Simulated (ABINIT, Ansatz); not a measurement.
# BaTiO3 (P4mm): bands and cutoff in G0W0 with ABINIT

What does each rung of G0W0 on BaTiO3 (P4mm) cost, and what does it buy?

Calculated with ABINIT 10.8.3; PBE and many-body steps on it, plane waves.

The database entry behind the starting cell differs from later determinations by our own check (c/a about 0.6 % short), so it need not match the best structure at ambient conditions.

### 1. The structure

The structure is tetragonal, space group P4mm (No. 99). The conventional cell has a = 4.000 Å, b = 4.000 Å, c = 4.018 Å, α = 90.00°, β = 90.00°, γ = 90.00°. Nearest to Ba lie 12 O at 2.79 to 2.88 Å. Nearest to Ti lie 6 O at 1.89 to 2.13 Å. O has 2 Ti at 1.89 to 2.13 Å and 4 Ba at 2.83 Å nearest. O has 2 Ti at 2.00 Å and 4 Ba at 2.79 to 2.88 Å nearest. Farther neighbours and most contacts between anions are not listed.

The cell and positions come from the Crystallography Open Database and are kept as given unless a step says otherwise. Spin-orbit coupling is left out unless a step names it.

### 2. Empty states on the mesh, 4×4×4 mesh, 269 bands

This step: ABINIT 10.8.3; DFT, PBE, plane waves, norm-conserving pseudopotentials.

The sums over transitions need many empty states on a uniform mesh; this step solves for them.

run.abi reads:

```
acell 3*1.0 Angstrom
rprim 
  3.999800000000 0.000000000000 0.000000000000
  0.000000000000 3.999800000000 0.000000000000
  0.000000000000 0.000000000000 4.018000000000
ntypat 3
znucl 56 22 8
natom 5
typat 1 2 3 3 3
xred 
  0.000000000000 0.000000000000 0.000000000000
  0.500000000000 0.500000000000 0.490000000000
  0.500000000000 0.500000000000 0.019000000000
  0.500000000000 0.000000000000 0.517000000000
  0.000000000000 0.500000000000 0.517000000000
pp_dirpath "pseudos"
pseudos "Ba.upf, Ti.upf, O.upf"
ecut 38
ngkpt 4 4 4
nshiftk 1
shiftk 0 0 0
kptopt 1
chksymbreak 0
irdden 1
istwfk *1
nband 269
prtvol 0
optdriver 6
gwr_task "HDIAGO"
paral_kgb 0
occopt 1
indata_prefix "in"
outdata_prefix "out"
tmpdata_prefix "tmp"
```

On the command line:

```sh
$ OMP_NUM_THREADS=1 mpirun -n 4 abinit run.abi > log
```

The log of the run:

```text
.Version 10.8.3 of ABINIT. v10.8.2 released Aug 2026.

 Symmetries : space group P4 m m (# 99); Bravais tP (primitive tetrag.)
[... echo of the input left out ...]
== DATASET  1 ==================================================================
-   mpi_nproc: 4, omp_nthreads: 1 (-1 if OMP is not activated)

--- !DatasetInfo
iteration_state: {dtset: 1, }
dimensions: {natom: 5, nkpt: 18, mband: 269, nsppol: 1, nspinor: 1, nspden: 1, mpw: 4929, }
cutoff_energies: {ecut:  38.0, pawecutdg:  -1.0, }
[...]
Indirect band gap semiconductor
 Fundamental gap:     1.826 (eV)
   VBM:     6.633 (eV) at k: [ 5.0000E-01,  5.0000E-01,  5.0000E-01]
   CBM:     8.459 (eV) at k: [ 0.0000E+00,  0.0000E+00,  0.0000E+00]
 Direct gap:         2.106 (eV) at k: [ 0.0000E+00,  0.0000E+00,  0.0000E+00]

== END DATASET(S) ==============================================================
================================================================================

 -outvars: echo values of variables after computation  --------
           etotal      0.0000000000E+00
            nband         269
             nkpt          18
          spgroup          99
 [... the other variables as echoed above ...]

 Calculation completed.
```

Run time: 5.1 min. Hardware: 4 MPI ranks of Arm Neoverse V2, shared host; peak memory 5.3 GiB; 21 min of CPU time.

Numbers from this step:

- gap: 1.826 eV
- k of the valence top: 0.5, 0.5, 0.5
- k of the conduction bottom: 0, 0, 0
- least direct gap: 2.106 eV
- k points computed: 18
- lowest point of the top converged band, above the valence top: 125.6117 eV

On this mesh the gap is 1.826 eV.

The density comes from a self-consistent run that is not shown.

### 3. Screening, 4×4×4 mesh, 50 bands, screening to 76.2 eV

The RPA dielectric matrix is built and inverted for each q.

This step: RPA screening on PBE, plane waves, norm-conserving pseudopotentials.

Changes to run.abi since step 2:

```diff
@@ -23,10 +23,11 @@
 chksymbreak 0
-irdden 1
 istwfk *1
-nband 269
-prtvol 0
-optdriver 6
-gwr_task "HDIAGO"
-paral_kgb 0
 occopt 1
+irdwfk 1
+optdriver 3
+nband 50
+ecuteps 2.8
+inclvkb 2
+awtr 1
+symchi 1
 indata_prefix "in"
```

The log of the run:

```text
.Version 10.8.3 of ABINIT. v10.8.2 released Aug 2026.

 Symmetries : space group P4 m m (# 99); Bravais tP (primitive tetrag.)
[... echo of the input left out ...]
== DATASET  1 ==================================================================
-   mpi_nproc: 4, omp_nthreads: 1 (-1 if OMP is not activated)

--- !DatasetInfo
iteration_state: {dtset: 1, }
dimensions: {natom: 5, nkpt: 18, mband: 50, nsppol: 1, nspinor: 1, nspden: 1, mpw: 4929, }
cutoff_energies: {ecut:  38.0, pawecutdg:  -1.0, }
electrons: {nelect:   4.00000000E+01, charge:   0.00000000E+00, occopt:   1.00000000E+00, tsmear:   1.00000000E-02, }

 SCREENING: Calculation of the susceptibility and dielectric matrices

 Based on a program developped by R.W. Godby, V. Olevano, G. Onida, and L. Reining.
 Incorporated in ABINIT by V. Olevano, G.-M. Rignanese, and M. Torrent.
.Using double precision arithmetic ; gwpc =  8

[... cell and pseudopotentials left out ...]
--------------------------------------------------------------------------------

 ==== K-mesh for the wavefunctions ====
 Number of points in the irreducible wedge :    18
[... list of points left out ...]
 Together with  8 symmetry operations and time-reversal symmetry
 yields    64 points in the full Brillouin Zone.

 ==== Q-mesh for the screening function ====
 Number of points in the irreducible wedge :    18
[... list of points left out ...]
 Together with  8 symmetry operations and time-reversal symmetry
 yields    64 points in the full Brillouin Zone.

 setmesh: FFT mesh size selected  =    27x   27x   27
          total number of points  =        19683

 vcoul_init : cutoff-mode = AUXILIARY_FUNCTION
 q-points for optical limit:   1
     1)      0.000010    0.000020    0.000030

- screening: taking advantage of time-reversal symmetry
- Maximum band index for partially occupied states nbvw = 20
- Remaining bands to be divided among processors   nbcw = 30
- Number of bands treated by each node ~7

 Number of electrons calculated from density =   40.0000; Expected =   40.0000
 average of density, n =  0.092210
 r_s =    1.3731
 omega_plasma =   29.2917 [eV]

 calculating chi0 at frequencies [eV] :
  1    0.000000E+00    0.000000E+00
  2    0.000000E+00    2.929166E+01

--------------------------------------------------------------------------------
  q-point number  1        q = ( 0.000000, 0.000000, 0.000000) [r.l.u.]
--------------------------------------------------------------------------------
[... chi0 elements left out ...]
 For q-point:  0.000010 0.000020 0.000030
  dielectric constant =   6.2251
  dielectric constant without local fields =   6.6616

  Average fulfillment of the sum rule on Im[epsilon] for q-point    1 :     34.44  [%]
[... wings left out ...]
  q-point number  2        q = ( 0.250000, 0.000000, 0.000000) [r.l.u.]
--------------------------------------------------------------------------------
[... chi0 elements left out ...]
  Average fulfillment of the sum rule on Im[epsilon] for q-point    2 :     55.29  [%]

 [... 16 further q-points ...]
```

Wall time 33 s (4 MPI ranks); peak memory 1.1 GiB; 2.2 min of CPU time.

This step gave:

| Property | Result |
| --- | --- |
| ε∞ with local fields, on this mesh, along the program's q direction | 6.225 |
| the same without local fields | 6.662 |
| plasma frequency | 29.29 eV |
| plane waves in the screening matrix | 93 |

Local fields lower ε∞ by 7 %. On a Γ-centred mesh this coarse the value itself is usually too large, while a short band sum pulls it down.

### 4. 50 bands, 76.2 eV

The self-energy is evaluated for the states that the input lists, and the levels follow from it, in one-shot runs by the linearised quasiparticle equation.

This step: G0W0 on PBE, plane waves, norm-conserving pseudopotentials.

Changes to run.abi since step 3:

```diff
@@ -26,8 +26,17 @@
 irdwfk 1
-optdriver 3
+optdriver 4
 nband 50
+gwcalctyp 0
+ecutsigx 38
+symsigma 1
+nkptgw 2
+kptgw 
+  0.5000000000 0.5000000000 0.5000000000
+  0.0000000000 0.0000000000 0.0000000000
+bdgw 
+  18 23
+  19 23
 ecuteps 2.8
-inclvkb 2
-awtr 1
-symchi 1
+irdscr 1
+ppmodel 1
 indata_prefix "in"
```

The log of the run:

```text
.Version 10.8.3 of ABINIT. v10.8.2 released Aug 2026.

 Symmetries : space group P4 m m (# 99); Bravais tP (primitive tetrag.)
[... echo of the input left out ...]
== DATASET  1 ==================================================================
-   mpi_nproc: 4, omp_nthreads: 1 (-1 if OMP is not activated)

--- !DatasetInfo
iteration_state: {dtset: 1, }
dimensions: {natom: 5, nkpt: 18, mband: 50, nsppol: 1, nspinor: 1, nspden: 1, mpw: 4929, }
cutoff_energies: {ecut:  38.0, pawecutdg:  -1.0, }
electrons: {nelect:   4.00000000E+01, charge:   0.00000000E+00, occopt:   1.00000000E+00, tsmear:   1.00000000E-02, }

 SIGMA: Calculation of the GW corrections

 Based on a program developped by R.W. Godby, V. Olevano, G. Onida, and L. Reining.
 Incorporated in ABINIT by V. Olevano, G.-M. Rignanese, and M. Torrent.
.Using double precision arithmetic ; gwpc =  8

[... cell and pseudopotentials left out ...]
--------------------------------------------------------------------------------

 ==== K-mesh for the wavefunctions ====
 Number of points in the irreducible wedge :    18
[... list of points left out ...]
 Together with  8 symmetry operations and time-reversal symmetry
 yields    64 points in the full Brillouin Zone.

 ==== Q-mesh for screening function ====
 Number of points in the irreducible wedge :    18
[... list of points left out ...]
 Together with  8 symmetry operations and time-reversal symmetry
 yields    64 points in the full Brillouin Zone.

 vcoul_init : cutoff-mode = AUXILIARY_FUNCTION
 q-points for optical limit:   1
     1)      0.000010    0.000020    0.000030
 setmesh: FFT mesh size selected  =    45x   45x   45
          total number of points  =        91125

 Number of electrons calculated from density =   40.0000; Expected =   40.0000
 average of density, n =  0.092210
 r_s =    1.3731
 omega_plasma =   29.2917 [eV]

 === KS Band Gaps ===
  >>>> For spin  1
   Minimum direct gap =   2.1061 [eV], located at k-point      :   0.0000  0.0000  0.0000
   Fundamental gap    =   1.8259 [eV], Top of valence bands at :   0.5000  0.5000  0.5000
                                       Bottom of conduction at :   0.0000  0.0000  0.0000
 SIGMA fundamental parameters:
 PLASMON POLE MODEL  1
 number of plane-waves for SigmaX                 4929
 number of plane-waves for SigmaC and W             93
 number of plane-waves for wavefunctions          4929
 number of bands                                    50
 number of independent spin polarizations            1
 number of spinorial components                      1
 number of k-points in IBZ                          18
 number of q-points in IBZ                          18
 number of symmetry operations                       8
 number of k-points in BZ                           64
 number of q-points in BZ                           64
 number of frequencies for dSigma/dE                 9
 frequency step for dSigma/dE [eV]                0.25
 number of omega for Sigma on real axis              0
 max omega for Sigma on real axis  [eV]           0.00
 zcut for avoiding poles [eV]                     0.10

 EPSILON^-1 parameters (SCR file):
 dimension of the eps^-1 matrix on file             93
 dimension of the eps^-1 matrix used                93
 number of plane-waves for wavefunctions          4929
 number of bands                                    50
 number of q-points in IBZ                          18
 number of frequencies                               2
 number of real frequencies                          1
 number of imag frequencies                          1

 matrix elements of self-energy operator (all in [eV])

 Perturbative Calculation

--- !SelfEnergy_ee
iteration_state: {dtset: 1, }
kpoint     : [   0.500,    0.500,    0.500, ]
spin       : 1
KS_gap     :    4.212
QP_gap     :    6.064
Delta_QP_KS:    1.853
data: !SigmaeeData |
     Band     E0 <VxcDFT>   SigX SigC(E0)      Z dSigC/dE  Sig(E)    E-E0       E
       18   6.549 -19.970 -25.000   5.453   0.760  -0.316 -19.648   0.321   6.870
       19   6.549 -19.970 -25.000   5.453   0.760  -0.316 -19.648   0.321   6.870
       20   6.633 -19.991 -25.032   5.484   0.759  -0.318 -19.655   0.335   6.968
       21  10.844 -21.880 -13.200  -5.669   0.727  -0.376 -19.692   2.188  13.033
       22  10.844 -21.880 -13.200  -5.669   0.727  -0.376 -19.692   2.188  13.033
       23  10.845 -21.881 -13.129  -5.759   0.721  -0.387 -19.722   2.158  13.004

--- !SelfEnergy_ee
iteration_state: {dtset: 1, }
kpoint     : [   0.000,    0.000,    0.000, ]
spin       : 1
KS_gap     :    2.106
QP_gap     :    3.670
Delta_QP_KS:    1.564
data: !SigmaeeData |
     Band     E0 <VxcDFT>   SigX SigC(E0)      Z dSigC/dE  Sig(E)    E-E0       E
       19   6.353 -20.076 -24.606   5.003   0.766  -0.305 -19.714   0.363   6.715
       20   6.353 -20.076 -24.606   5.003   0.766  -0.305 -19.714   0.363   6.715
       21   8.459 -18.809 -11.399  -4.922   0.774  -0.291 -16.883   1.927  10.385
       22   8.671 -19.000 -11.886  -4.616   0.773  -0.293 -17.069   1.932  10.602
       23   8.671 -19.000 -11.886  -4.616   0.773  -0.293 -17.069   1.932  10.602

== END DATASET(S) ==============================================================
================================================================================

 -outvars: echo values of variables after computation  --------
           etotal      0.0000000000E+00
            nband          50
             nkpt          18
          spgroup          99
 [... the other variables as echoed above ...]

 Calculation completed.
```

Run time: 5.2 s. Hardware: 4 MPI ranks; peak memory 1.1 GiB.

This step gave:

| Property | Result |
| --- | --- |
| G0W0 gap on the points computed | 3.417 eV |
| starting gap on the mesh | 1.826 eV |
| k of the valence top | 0.5, 0.5, 0.5 |
| k of the conduction bottom | 0, 0, 0 |
| Z at the valence top | 0.759 |
| Z at the conduction bottom | 0.774 |
| least direct G0W0 gap on the computed points | 3.67 eV |

The gap on the mesh goes from 1.83 eV to 3.42 eV, a correction of +1.59 eV.

### 5. Screening, 4×4×4 mesh, 118 bands, screening to 141.5 eV

This step: RPA screening on PBE, plane waves, norm-conserving pseudopotentials.

Changes to run.abi since step 4:

```diff
@@ -26,17 +26,8 @@
 irdwfk 1
-optdriver 4
-nband 50
-gwcalctyp 0
-ecutsigx 38
-symsigma 1
-nkptgw 2
-kptgw 
-  0.5000000000 0.5000000000 0.5000000000
-  0.0000000000 0.0000000000 0.0000000000
-bdgw 
-  18 23
-  19 23
-ecuteps 2.8
-irdscr 1
-ppmodel 1
+optdriver 3
+nband 118
+ecuteps 5.2
+inclvkb 2
+awtr 1
+symchi 1
 indata_prefix "in"
```

The log of the run:

```text
.Version 10.8.3 of ABINIT. v10.8.2 released Aug 2026.

 Symmetries : space group P4 m m (# 99); Bravais tP (primitive tetrag.)
[... echo of the input left out ...]
== DATASET  1 ==================================================================
-   mpi_nproc: 4, omp_nthreads: 1 (-1 if OMP is not activated)

--- !DatasetInfo
iteration_state: {dtset: 1, }
dimensions: {natom: 5, nkpt: 18, mband: 118, nsppol: 1, nspinor: 1, nspden: 1, mpw: 4929, }
cutoff_energies: {ecut:  38.0, pawecutdg:  -1.0, }
electrons: {nelect:   4.00000000E+01, charge:   0.00000000E+00, occopt:   1.00000000E+00, tsmear:   1.00000000E-02, }

 SCREENING: Calculation of the susceptibility and dielectric matrices

 Based on a program developped by R.W. Godby, V. Olevano, G. Onida, and L. Reining.
 Incorporated in ABINIT by V. Olevano, G.-M. Rignanese, and M. Torrent.
.Using double precision arithmetic ; gwpc =  8

[... cell and pseudopotentials left out ...]
--------------------------------------------------------------------------------

 ==== K-mesh for the wavefunctions ====
 Number of points in the irreducible wedge :    18
[... list of points left out ...]
 Together with  8 symmetry operations and time-reversal symmetry
 yields    64 points in the full Brillouin Zone.

 ==== Q-mesh for the screening function ====
 Number of points in the irreducible wedge :    18
[... list of points left out ...]
 Together with  8 symmetry operations and time-reversal symmetry
 yields    64 points in the full Brillouin Zone.

 setmesh: FFT mesh size selected  =    30x   30x   30
          total number of points  =        27000

 vcoul_init : cutoff-mode = AUXILIARY_FUNCTION
 q-points for optical limit:   1
     1)      0.000010    0.000020    0.000030

- screening: taking advantage of time-reversal symmetry
- Maximum band index for partially occupied states nbvw = 20
- Remaining bands to be divided among processors   nbcw = 98
- Number of bands treated by each node ~24

 Number of electrons calculated from density =   40.0000; Expected =   40.0000
 average of density, n =  0.092210
 r_s =    1.3731
 omega_plasma =   29.2917 [eV]

 calculating chi0 at frequencies [eV] :
  1    0.000000E+00    0.000000E+00
  2    0.000000E+00    2.929166E+01

--------------------------------------------------------------------------------
  q-point number  1        q = ( 0.000000, 0.000000, 0.000000) [r.l.u.]
--------------------------------------------------------------------------------
[... chi0 elements left out ...]
 For q-point:  0.000010 0.000020 0.000030
  dielectric constant =   6.1760
  dielectric constant without local fields =   6.7373

  Average fulfillment of the sum rule on Im[epsilon] for q-point    1 :     63.52  [%]
[... wings left out ...]
  q-point number  2        q = ( 0.250000, 0.000000, 0.000000) [r.l.u.]
--------------------------------------------------------------------------------
[... chi0 elements left out ...]
  Average fulfillment of the sum rule on Im[epsilon] for q-point    2 :     75.76  [%]

 [... 16 further q-points ...]
```

It took 2.4 min on 4 MPI ranks; peak memory 1.9 GiB; 9.8 min of CPU time.

This step gave:

```
ε∞ with local fields, on this mesh, along the program's q direction : 6.176
the same without local fields                                       : 6.737
plasma frequency                                                    : 29.29 eV
plane waves in the screening matrix                                 : 251
```

(Continued in part 2 of 2.)

[Paths, hosts, dates, memory and timing lines, banners, echoed tables and standing remarks are left out of the program output.]

[Logs are printed without paths, hosts, clocks, repeated set-up lines and the standing remarks that a program may print on its own settings, such as how far it seeks lower states.]

[Runs of the session that timed out or met a known fault of the program may be left out.]

[Hosts, paths, dates, database ids (printed as entryN), source tags and the programs' standing remarks are cut or masked in the printed files.]

[G0W0 gaps are taken among the corrected bands and points alone; a level outside them can change the order at an edge.]

[Where Ansatz stands beside ABINIT at settings called matched, ABINIT's density can come from a denser mesh and the files from another edition; pairs whose starting gaps differed by over 0.03 eV were left out, so agreement reads better than it is.]
